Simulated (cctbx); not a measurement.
# Reading a Patterson map

Space group I4/mcm (no. 140), a = 7.7300 Å, b = 7.7300 Å, c = 13.2710 Å, α = 90.00°, β = 90.00°, γ = 90.00°, content Tm4 Er20 Fe8.

The data are simulated with cctbx, not measured: Mo Kα, λ = 0.71073 Å, to d = 0.84 Å, 80 % of the full sphere, strongest reflection 5000 counts, noise from counting, a 4 % proportional error and a noise floor of 2 counts (s.d.); no absorption.

Patterson synthesis from sharpened amplitudes, origin scaled to 1000:

```text
Patterson group I 4/m m m
      u       v       w   height  length (A)
  0.000   0.000   0.000   1000.0     0.00
  0.000   0.000   0.270    482.2     3.58
  0.000   0.305   0.500    326.9     7.04
  0.000   0.000   0.500    273.9     6.64
  0.154   0.348   0.123    215.7     3.37
  0.000   0.000   0.359    192.7     4.76
  0.195   0.195   0.500    156.4     6.97
  0.000   0.310   0.218    153.8     3.76
  0.000   0.297   0.138    118.1     2.94
  0.202   0.202   0.138     73.4     2.87
  0.147   0.351   0.000     71.5     2.94
  0.195   0.195   0.223     66.4     3.65
  0.147   0.353   0.250     58.3     4.44
  0.000   0.000   0.091     50.8     1.21
```

**Question.** Which atom pairs make the peaks, and where is the heaviest atom?

A peak at u stands for all pairs with xi − xj = u, with weight Σ ZiZj against Σ Z² = 116932 at the origin. Peak heights follow these weights only roughly, since form factors, motion and series ripples differ, all vectors within 0.55 Å of a peak are counted as merged into it though the farther ones add only part of their weight, and F(000) is left out, which lowers the whole map:

| u | v | w | shortest length (Å) | height | 1000 ΣZiZj/ΣZ² | pairs in the cell |
| --- | --- | --- | --- | --- | --- | --- |
| 0.000 | 0.000 | 0.270 | 3.58 | 482 | 637 | 8 × Tm–Er, 8 × Er–Er |
| 0.000 | 0.305 | 0.500 | 4.15 | 327 | 339 | 8 × Er–Er, 4 × Fe–Fe |
| 0.000 | 0.000 | 0.500 | 5.47 | 274 | 321 | 4 × Tm–Tm, 4 × Er–Er |
| 0.154 | 0.348 | 0.123 | 3.36 | 216 | 319 | 4 × Tm–Er, 4 × Er–Er |
| 0.000 | 0.000 | 0.359 | 4.76 | 193 | 242 | 16 × Er–Fe |
| 0.195 | 0.195 | 0.500 | 3.33 | 156 | 170 | 4 × Er–Er, 2 × Fe–Fe |
| 0.000 | 0.310 | 0.218 | 3.76 | 154 | 158 | 4 × Er–Er |
| 0.000 | 0.297 | 0.138 | 2.94 | 118 | 121 | 8 × Er–Fe |
| 0.202 | 0.202 | 0.138 | 2.87 | 73 | 60 | 4 × Er–Fe |
| 0.147 | 0.351 | 0.000 | 2.94 | 72 | 60 | 4 × Er–Fe |

The table stops at ten peaks or at a height of 45, below which ripples compete. In the model behind the data Tm, the heaviest element, has 1 independent site: (1/2, 1/2, 1/4), up to an allowed shift of origin; the Tm–Tm vectors are differences of these positions and their symmetry mates. Elements of similar Z can't be told apart from the map alone. The whole model:

```
atom  mult.       x       y       z  Ueq (Å²)
 Tm1      4     1/2     1/2     1/4    0.0085
 Er1     16  0.6524  0.8476  0.1418    0.0086
 Er2      4     1/2     1/2       0    0.0119
 Fe1      8  0.1374  0.3626       0    0.0197
```

The model was made for the exercise: a known structure type with other elements put in, its volume estimated, not relaxed; displacement parameters are assumed.

[Logs are printed without paths, hosts, clocks, repeated set-up lines and the standing remarks that a program may print on its own settings, such as how far it seeks lower states.]
